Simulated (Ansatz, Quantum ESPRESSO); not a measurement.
# Work function of Mo(110), 5 layers, one monolayer of F on longbridge sites, part 2 of 6

Aim: the work function of each face of Mo(110), 5 layers, one monolayer of F on longbridge sites, and how it moves with functional, pseudopotentials and boundary condition.

Quantum ESPRESSO 7.5; plane-wave DFT, PBE, GBRV ultrasoft pseudopotentials; geometry and cross-check by Ansatz 0.2.0 with PAW datasets.

So far. Step 2 (Geometry from Ansatz): The relaxation lowers the energy by 16 meV an atom. Held were the atoms numbered 1, 2 and 3; the forces quoted are those on the free ones.

### Step 3. Ground state

The two faces differ, so the slab has a dipole. tefield with eamp = 0 and dipfield cancel the false field of the periodic images; the ramp (emaxpos, eopreg) must lie in the vacuum. pw.x drops all symmetry for this, which costs k-points.

Level of this step: plane-wave DFT, PBE, GBRV ultrasoft pseudopotentials (Quantum ESPRESSO 7.5).

Contents of scf.in:

```
&control
  prefix = 'scf'
  outdir = './out'
  pseudo_dir = './pseudo'
  calculation = 'scf'
  tprnfor = .true.
  tefield = .true.
  dipfield = .true.
/
&system
  ibrav = 0
  nat = 6
  ntyp = 2
  ecutwfc = 40
  ecutrho = 200
  occupations = 'smearing'
  smearing = 'mv'
  degauss = 0.02
  edir = 3
  emaxpos = 0.97
  eopreg = 0.04
  eamp = 0.0
/
&electrons
  conv_thr = 1e-07
  mixing_beta = 0.4
  electron_maxstep = 120
  mixing_mode = 'local-TF'
/
ATOMIC_SPECIES
  Mo  95.9500  mo_pbe_v1.uspp.F.UPF
  F   18.9984  f_pbe_v1.4.uspp.F.UPF
CELL_PARAMETERS angstrom
  2.22738636070000 -1.57500000000000 0.00000000000000
  2.22738636070000 1.57500000000000 0.00000000000000
  0.00000000000000 0.00000000000000 27.90954544300000
ATOMIC_POSITIONS crystal
  Mo  0.000000000000 0.000000000000 0.297389293500
  Mo  0.500000000000 0.500000000000 0.377196625500
  Mo  0.000000000000 0.000000000000 0.457003957600
  Mo  0.500000000000 0.500000000000 0.537401665257
  Mo  -0.000000000000 -0.000000000000 0.616130188246
  F   0.500000000000 0.500000000000 0.670887353190
K_POINTS automatic
  10 10 1 0 0 0
```

Launch:

```
$ OMP_NUM_THREADS=1 mpirun -n 4 pw.x -nk 4 -in scf.in > scf.out
```

Output:

```text
Program PWSCF v.7.5 starts
[citation notice left out]

     Parallel version (MPI & OpenMP), running on       4 processor cores
     Number of MPI processes:                 4
     Threads/MPI process:                     1

     MPI processes distributed on     1 nodes
[...]
Current dimensions of program PWSCF are:
     Max number of different atomic species (ntypx) = 10
     Max number of k-points (npk) =  40000
     Max angular momentum in pseudopotentials (lmaxx) =  4
     Presently no symmetry can be used with electric field

     K-points division:     npool     =       4
     Subspace diagonalization in iterative solution of the eigenvalue problem:
     a serial algorithm will be used

     G-vector sticks info
     --------------------
     sticks:   dense  smooth     PW     G-vecs:    dense   smooth      PW
     Sum         399     315     99                63255    45091    8489

     Using Slab Decomposition

     bravais-lattice index     =            0
     lattice parameter (alat)  =       5.1551  a.u.
     unit-cell volume          =    1321.4644 (a.u.)^3
     number of atoms/cell      =            6
     number of atomic types    =            2
     number of electrons       =        77.00
     number of Kohn-Sham states=           47
     kinetic-energy cutoff     =      40.0000  Ry
     charge density cutoff     =     200.0000  Ry
     scf convergence threshold =      1.0E-07
     mixing beta               =       0.4000
     number of iterations used =            8  local-TF  mixing
     Exchange-correlation=  SLA  PW   PBX  PBC
                           (   1   4   3   4   0   0   0)

     celldm(1)=   5.155135  celldm(2)=   0.000000  celldm(3)=   0.000000
     celldm(4)=   0.000000  celldm(5)=   0.000000  celldm(6)=   0.000000

     crystal axes: (cart. coord. in units of alat)
               a(1) = (   0.816497  -0.577350   0.000000 )
               a(2) = (   0.816497   0.577350   0.000000 )
               a(3) = (   0.000000   0.000000  10.230847 )

     reciprocal axes: (cart. coord. in units 2 pi/alat)
               b(1) = (  0.612372 -0.866025  0.000000 )
               b(2) = (  0.612372  0.866025 -0.000000 )
               b(3) = ( -0.000000  0.000000  0.097744 )

     PseudoPot. # 1 for Mo read from file:
     ./pseudo/mo_pbe_v1.uspp.F.UPF
     Pseudo is Ultrasoft + core correction, Zval = 14.0
     Generated by new atomic code, or converted to UPF format
     Using radial grid of  889 points,  6 beta functions with:
                l(1) =   0
                l(2) =   0
                l(3) =   1
                l(4) =   1
                l(5) =   2
                l(6) =   2
     Q(r) pseudized with  6 coefficients,  rinner =    1.000   1.000   1.000
                                                       1.000   1.000

     PseudoPot. # 2 for F  read from file:
     ./pseudo/f_pbe_v1.4.uspp.F.UPF
     Pseudo is Ultrasoft, Zval =  7.0
     Generated by new atomic code, or converted to UPF format
     Using radial grid of  799 points,  4 beta functions with:
                l(1) =   0
                l(2) =   0
                l(3) =   1
                l(4) =   1
     Q(r) pseudized with  8 coefficients,  rinner =    0.950   0.950   0.950

     atomic species   valence    mass     pseudopotential
     Mo               14.00    95.95000     Mo( 1.00)
     F                 7.00    18.99840     F ( 1.00)

     No symmetry found

   Cartesian axes

     site n.     atom                  positions (alat units)
         1        Mo     tau(   1) = (   0.0000000   0.0000000   3.0425443  )
         2        Mo     tau(   2) = (   0.8164966   0.0000000   3.8590409  )
         3        Mo     tau(   3) = (   0.0000000   0.0000000   4.6755374  )
         4        Mo     tau(   4) = (   0.8164966   0.0000000   5.4980741  )
         5        Mo     tau(   5) = (   0.0000000   0.0000000   6.3035335  )
         6        F      tau(   6) = (   0.8164966   0.0000000   6.8637457  )

     number of k points=    52  Marzari-Vanderbilt smearing, width (Ry)=  0.0200
                       cart. coord. in units 2pi/alat
        k(    1) = (   0.0000000   0.0000000   0.0000000), wk =   0.0200000
        k(    2) = (   0.0612372   0.0866025   0.0000000), wk =   0.0400000
        k(    3) = (   0.1224745   0.1732051   0.0000000), wk =   0.0400000
        k(    4) = (   0.1837117   0.2598076   0.0000000), wk =   0.0400000
        k(    5) = (   0.2449490   0.3464102   0.0000000), wk =   0.0400000
        k(    6) = (  -0.3061862  -0.4330127   0.0000000), wk =   0.0200000
        k(    7) = (   0.0612372  -0.0866025   0.0000000), wk =   0.0400000
        k(    8) = (   0.1224745  -0.0000000   0.0000000), wk =   0.0400000
        k(    9) = (   0.1837117   0.0866025   0.0000000), wk =   0.0400000
        k(   10) = (   0.2449490   0.1732051   0.0000000), wk =   0.0400000
[...]
k(   52) = (  -0.6123724   0.0000000   0.0000000), wk =   0.0200000

     Dense  grid:    63255 G-vectors     FFT dimensions: (  24,  24, 240)

     Smooth grid:    45091 G-vectors     FFT dimensions: (  24,  24, 216)

     Estimated max dynamical RAM per process >     153.49 MB

     Estimated total dynamical RAM >     567.65 MB

     Initial potential from superposition of free atoms

     starting charge      76.9947, renormalised to      77.0000

     negative rho (up, down):  4.520E-03 0.000E+00

     Adding external electric field

     Computed dipole along edir(3) :
        Dipole               -0.0055 Ry au,         -0.0139 Debye
        Dipole field         -0.0001 Ry au,

        Potential amp.        0.0052 Ry
        Total length         50.6317 bohr

     Starting wfcs are   69 randomized atomic wfcs

     total cpu time spent up to now is        4.0 secs

     per-process dynamical memory:   105.5 Mb

     Self-consistent Calculation

     iteration #  1     ecut=    40.00 Ry     beta= 0.40
     Davidson diagonalization with overlap
     ethr =  1.00E-02,  avg # of iterations =  2.0

     negative rho (up, down):  2.679E-03 0.000E+00

     Adding external electric field

     Computed dipole along edir(3) :
        Dipole               -0.0161 Ry au,         -0.0410 Debye
        Dipole field         -0.0002 Ry au,

        Potential amp.        0.0155 Ry
        Total length         50.6317 bohr

     total cpu time spent up to now is       11.3 secs

     total energy              =    -745.24324821 Ry
     estimated scf accuracy    <       2.87448462 Ry

     iteration #  2     ecut=    40.00 Ry     beta= 0.40
[...]
Dipole               -0.1062 Ry au,         -0.2700 Debye
[...]
total energy              =    -745.20857456 Ry
     estimated scf accuracy    <       0.00022206 Ry

     iteration # 19     ecut=    40.00 Ry     beta= 0.40
[...]
negative rho (up, down):  4.923E-03 0.000E+00

[...]
Dipole               -0.1012 Ry au,         -0.2573 Debye
[...]
total energy              =    -745.20857984 Ry
     estimated scf accuracy    <       0.00083658 Ry

     iteration # 20     ecut=    40.00 Ry     beta= 0.40
[...]
negative rho (up, down):  4.912E-03 0.000E+00

[...]
Dipole               -0.1031 Ry au,         -0.2619 Debye
[...]
total energy              =    -745.20857968 Ry
     estimated scf accuracy    <       0.00002823 Ry

     iteration # 21     ecut=    40.00 Ry     beta= 0.40
[...]
negative rho (up, down):  4.901E-03 0.000E+00

[...]
Dipole               -0.1046 Ry au,         -0.2660 Debye
[...]
total energy              =    -745.20858000 Ry
     estimated scf accuracy    <       0.00003129 Ry

     iteration # 22     ecut=    40.00 Ry     beta= 0.40
[...]
negative rho (up, down):  4.915E-03 0.000E+00

[...]
Dipole               -0.1057 Ry au,         -0.2686 Debye
[...]
total energy              =    -745.20857993 Ry
     estimated scf accuracy    <       0.00001798 Ry

     iteration # 23     ecut=    40.00 Ry     beta= 0.40
[...]
negative rho (up, down):  4.896E-03 0.000E+00

[...]
Dipole               -0.1067 Ry au,         -0.2711 Debye
[...]
total energy              =    -745.20857984 Ry
     estimated scf accuracy    <       0.00000402 Ry

     iteration # 24     ecut=    40.00 Ry     beta= 0.40
[...]
negative rho (up, down):  4.896E-03 0.000E+00

[...]
Dipole               -0.1065 Ry au,         -0.2706 Debye
[...]
total energy              =    -745.20857991 Ry
     estimated scf accuracy    <       0.00000033 Ry

     iteration # 25     ecut=    40.00 Ry     beta= 0.40
[...]
negative rho (up, down):  4.889E-03 0.000E+00

[...]
Dipole               -0.1058 Ry au,         -0.2690 Debye
[...]
End of self-consistent calculation

          k = 0.0000 0.0000 0.0000 (  5567 PWs)   bands (ev):

   -56.0472 -55.5227 -55.4460 -55.3426 -55.1929 -30.3896 -29.9994 -29.7129
   -29.6091 -29.3505 -29.2079 -29.1940 -29.0585 -28.9054 -28.8912 -28.8621
   -28.8511 -28.8280 -28.7090 -28.5767 -18.6363  -1.5809  -0.9541  -0.0231
     0.2435   0.5562   0.9321   1.4659   1.9819   2.3422   2.6808   3.2531
     3.8319   4.2116   4.2503   4.3202   4.4273   4.7811   5.3276   5.7254
     6.4982   6.7819   6.9993   7.1769   7.1798   7.1951   7.2851

          k = 0.0612 0.0866 0.0000 (  5618 PWs)   bands (ev):

   -56.0338 -55.5058 -55.4331 -55.3338 -55.1823 -30.3632 -29.9796 -29.7881
   -29.6056 -29.4018 -29.2614 -29.2265 -29.0718 -28.9728 -28.9163 -28.9024
   -28.8933 -28.8559 -28.7580 -28.6179 -18.6070  -1.3666  -0.6869   0.0116
     0.3637   0.8560   1.2248   1.2467   2.0769   2.4831   2.7815   3.3288
     3.8514   3.9478   4.0454   4.1986   4.5953   4.7279   5.1407   5.8308
     6.1474   6.4811   6.7256   6.9514   7.0515   7.2163   7.2856

          k = 0.1225 0.1732 0.0000 (  5640 PWs)   bands (ev):

   -55.9987 -55.4602 -55.3993 -55.3120 -55.1547 -30.2985 -30.0326 -29.8923
   -29.6746 -29.4826 -29.4245 -29.3588 -29.2094 -29.0773 -29.0612 -28.9634
   -28.9518 -28.8814 -28.8547 -28.6505 -18.5313  -0.9006  -0.4484   0.1292
     0.8519   0.9108   1.5035   1.8403   2.1504   2.7472   2.9666   3.3265
     3.5431   3.7177   3.8845   4.0340   4.2228   4.7953   5.3130   5.7499
     6.3558   6.5635   6.7138   6.8387   6.9944   7.0987   7.4019

          k = 0.1837 0.2598 0.0000 (  5665 PWs)   bands (ev):

   -55.9548 -55.3991 -55.3570 -55.2891 -55.1202 -30.3197 -30.2323 -29.8881
   -29.8466 -29.6739 -29.5630 -29.5167 -29.3602 -29.2596 -29.1432 -29.0301
   -28.9806 -28.9058 -28.8604 -28.6624 -18.4396  -0.9207  -0.5405   0.5869
     0.8347   1.0464   1.5501   2.0560   2.1740   2.8153   2.9335   3.1267
     3.2428   3.6442   3.9065   4.3053   4.4023   5.0360   6.1817   6.6807
     6.9137   6.9360   7.0544   7.1791   7.3032   7.4732   7.7311

          k = 0.2449 0.3464 0.0000 (  5672 PWs)   bands (ev):

   -55.9190 -55.3411 -55.3224 -55.2789 -55.0922 -30.5510 -30.2550 -30.0480
   -29.9953 -29.8000 -29.6949 -29.5641 -29.4163 -29.2733 -29.2109 -29.1443
   -28.9699 -28.8958 -28.8711 -28.6691 -18.3664  -1.3205  -0.4128   0.3941
     0.8483   0.9260   1.4010   1.8628   2.1995   2.5579   2.6783   2.9624
     3.0559   3.4411   4.1463   4.9577   5.3047   6.3607   6.6439   6.9599
     7.2583   7.3126   7.4996   7.6685   7.7312   8.0441   8.1516

          k =-0.3062-0.4330 0.0000 (  5652 PWs)   bands (ev):

   -55.9052 -55.3121 -55.3060 -55.2847 -55.0815 -30.6409 -30.2891 -30.1055
   -30.0935 -29.8104 -29.7684 -29.5805 -29.3174 -29.2994 -29.2425 -29.2278
   -28.9608 -28.8905 -28.8785 -28.6715 -18.3387  -1.4698  -0.3882   0.2931
     0.7479   0.8133   1.3854   1.7417   2.1930   2.4613   2.6199   2.8984
     2.9253   3.2719   4.5114   5.2482   5.7605   6.6732   7.1132   7.1271
     7.3115   7.3749   7.5419   7.5981   8.0958   8.1548   8.4271

[...]
the Fermi energy is     5.8176 ev

!    total energy              =    -745.20857991 Ry
     estimated scf accuracy    <       0.00000002 Ry
     smearing contrib. (-TS)   =      -0.00177744 Ry
     internal energy E=F+TS    =    -745.20680247 Ry

     The total energy is F=E-TS. E is the sum of the following terms:
     one-electron contribution =   -8538.74227972 Ry
     hartree contribution      =    4277.57441147 Ry
     xc contribution           =    -105.96886766 Ry
     ewald contribution        =    3621.92982696 Ry
     electric field correction =       0.00010648 Ry

     convergence has been achieved in  25 iterations

     negative rho (up, down):  4.889E-03 0.000E+00

     Forces acting on atoms (cartesian axes, Ry/au):

     atom    1 type  1   force =    -0.00000012    0.00000014    0.01942319
     atom    2 type  1   force =     0.00000010   -0.00000007   -0.02357842
     atom    3 type  1   force =     0.00000008   -0.00000012    0.00418687
     atom    4 type  1   force =     0.00000002    0.00000013    0.00039589
     atom    5 type  1   force =    -0.00000014    0.00000003   -0.00036406
     atom    6 type  2   force =     0.00000006   -0.00000010   -0.00006347

     Total force =     0.030839     Total SCF correction =     0.000932

[...]
=------------------------------------------------------------------------------=
   JOB DONE.
=------------------------------------------------------------------------------=
[key lines of the parts left out:]
Dipole field         -0.0010 Ry au,
```

It took 3 min on 4 MPI ranks of Arm Neoverse V1, shared host; peak memory 0.63 GiB; 12 min of CPU time.

Read from the output:

| Quantity | Value |
| --- | --- |
| free energy | -10139.0793 eV |
| Fermi energy | 5.818 eV |
| dipole along the normal | -0.05600 e·Å |

The program's own clock; routines nest. Time by routine:

| routine | wall time (s) | calls |
| --- | --- | --- |
| PWSCF | 181.2 | 1 |
| electrons | 176.1 | 1 |
| c_bands | 137.4 | 25 |
| cegterg | 125.5 | 325 |
| h_psi | 92.42 | 1036 |
| fftw | 85.5 | 80151 |
| vloc_psi | 75.46 | 1036 |
| sum_band | 25.68 | 25 |
| calbec | 12.65 | 1413 |
| mix_rho | 9.49 | 25 |
| add_vuspsi | 8.42 | 1036 |
| s_psi | 8.33 | 1036 |
| h_psi:calbec | 8.23 | 1036 |
| ffts | 6.18 | 3003 |

The run needed 25 iterations to bring the estimated error under 1e-07 Ry; the largest force on any atom, held or free, is 0.61 eV/Å.

### Step 4. Potential by pp.x

plot_num = 11 writes the bare and Hartree potential. It leaves out exchange and correlation, which fade slowly, so it flattens close to the surface.

Contents of pot.in:

```
&inputpp
  prefix = 'scf'
  outdir = './out'
  filplot = 'pot.dat'
  plot_num = 11
/
```

Launch:

```
$ OMP_NUM_THREADS=1 mpirun -n 4 pp.x -in pot.in > pot.out
```

Output:

```text
[banner, memory and clock lines left out]
Program POST-PROC v.7.5 starts

          URL

     ./out/scf.save/

     IMPORTANT: XC functional enforced from input :
     Exchange-correlation= PBE
                           (   1   4   3   4   0   0   0)
     Any further DFT definition will be discarded
     Please, verify this is what you really want

     negative rho (up, down):  4.889E-03 0.000E+00

     Adding external electric field

     Computed dipole along edir(3) :
        Dipole               -0.1058 Ry au,         -0.2690 Debye
        Dipole field         -0.0010 Ry au,

        Potential amp.        0.1019 Ry
        Total length         50.6317 bohr

     Calling punch_plot, plot_num =  11

     Adding external electric field

     Computed dipole along edir(3) :
        Dipole               -0.1058 Ry au,         -0.2690 Debye
        Dipole field         -0.0010 Ry au,

        Potential amp.        0.1019 Ry
        Total length         50.6317 bohr

     Writing data to file  pot.dat
     Message from routine chdens:
     namelist plot not found or invalid, exiting
```

Wall time 0.94 s (4 MPI ranks); peak memory 0.09 GiB.

Read from the output:

| Property | Result |
| --- | --- |
| work function of the upper face | 6.159 eV |
| slope of the potential above | 1.47e-5 eV/Å |
| upper vacuum line continued to the top atoms, over the Fermi level | 6.159 eV |
| work function of the lower face | 4.715 eV |
| slope of the potential below | -4.68e-4 eV/Å |
| lower vacuum line continued to the bottom atoms, over the Fermi level | 4.712 eV |

The potential energy, planar mean oscillates, so the rows of the table below give means over windows of 2.21 Å about each position, cut where the curve ends. Its maxima inside the range that stand out by 2 % of the span (Å: eV): 9.4: -2.13, 11.6: -2.25, 13.8: -2.15, 16.0: -2.62, 18.3: -4.33, 23.6: 6.16. Its minima: 8.3: -34.1, 10.6: -34.4, 12.8: -34.5, 15.0: -34.7, 17.2: -35.2, 18.6: -7.16.

Electrostatic potential energy of an electron, with the sawtooth; zero at the Fermi level. Potential energy, planar mean against z; means over each step:

z (Å), potential energy, planar mean (eV) and a bar from the least value:
```
     1.10        4.7 ############################
     3.31        4.7 ############################
     5.53        4.5 ############################
     7.73      -13.8 ####
     9.95      -16.2 #
    12.16      -16.3 #
    14.37      -16.1 #
    16.57      -16.9 
    18.79       -2.8 ##################
    21.00        6.1 ##############################
    23.21        6.2 ##############################
    25.41        6.2 ##############################
    27.62        5.9 ##############################
```

Electrostatic potential energy in the ca plane at fractional y = 0.500, with atoms of Mo and F within 0.2 Å of it. With pseudopotentials it is smooth inside the atoms' cores, unlike the true potential.

Ten even steps from '0' (-114 eV) to '9' (6 eV), each cell a mean:
```
98899999999998889999999999999999999999999999
76578999999986578999999999999999999999999999
41048999999861037999999757999999999999999999
20027999999840016899998515999999999999999999
30037999999850016999999636999999999999999999
64368999999974358999999989999999999999999999
88889999999988889999999999999999999999999999
99999999999999999999999999999999999999999999
```
Columns run along c (16.0 Å, from fractional 0.36 to 0.93 of the cell; values clipped at the 3rd and 97th percentile), rows up along a (2.7 Å). Atoms in or near the plane, at fractional coordinates: Mo at (0.38, 0.50), Mo at (0.54, 0.50), F at (0.67, 0.50).

The vacuum is flat to 0.5 meV/Å, so its level is well defined. Inside the slab the curve depends on the local part of the pseudopotentials; only the vacuum level has a meaning of its own.

### Step 5. Macroscopic average

A running mean over one period damps the atomic wiggles and leaves the mean of this pseudopotential's potential.

Contents of avg.in:

```
1
pot.dat
1.0
501
3
4.2091501955
```

Launch:

```
$ OMP_NUM_THREADS=1 average.x < avg.in > avg.out
```

Output:

```text
[banner, memory and clock lines left out]
Program AVERAGE v.7.5 starts

          URL

     Reading header from file  pot.dat
     Reading data from file  pot.dat
     Output written to file avg.dat

[...]
```

Wall time 0.53 s (1 MPI rank); peak memory 0.1 GiB.

Read from the output:

```
average.x's running mean inside the slab, on the run's own zero                  : -10.46 eV
mean potential by an exact Fourier window inside the slab, on the run's own zero : -10.46 eV
```

The potential energy (planar mean) oscillates, so the rows of the table below give means over windows of 2.23 Å about each position, cut where the curve ends. Its maxima inside the range that stand out by 2 % of the span (Å: eV): 9.4: -2.12, 11.6: -2.24, 13.9: -2.11, 16.1: -2.56, 18.2: -4.27, 26.8: 6.16. Its minima: 8.3: -34.3, 10.5: -34.7, 12.8: -34.7, 15.0: -34.7, 17.2: -35.0, 18.7: -7.27.

Electrostatic potential energy of an electron, with the sawtooth; zero at the Fermi level; window 2.2274 Å. The potential energy by z; means over each step:

| z (Å) | planar mean (eV) | running mean (eV) |
| --- | --- | --- |
| 1.11 | 4.74 | 4.83 |
| 3.34 | 4.71 | 4.71 |
| 5.57 | 4.43 | 4.03 |
| 7.80 | -14.3 | -11.5 |
| 10.03 | -16.2 | -16.2 |
| 12.26 | -16.3 | -16.3 |
| 14.49 | -16.2 | -16.2 |
| 16.72 | -16.9 | -17.0 |
| 18.95 | -1.18 | -3.35 |
| 21.18 | 6.15 | 6.04 |
| 23.41 | 6.16 | 6.16 |
| 25.64 | 6.16 | 6.14 |

Where the running mean is not flat inside, average.x's window, rounded to the grid, doesn't match the spacings there.

(Part 2 of 6 ends here.)

[Logs are printed without paths, hosts, clocks, repeated set-up lines and the standing remarks that a program may print on its own settings, such as how far it seeks lower states.]

[Hosts, paths, dates, database ids (printed as entryN), source tags and the programs' standing remarks are cut or masked in the printed files.]

[Maps of the electrostatic potential energy from Ansatz leave out the sawtooth potential of an applied field or a dipole correction, so their vacuum need not be flat; planar profiles and work functions include it.]
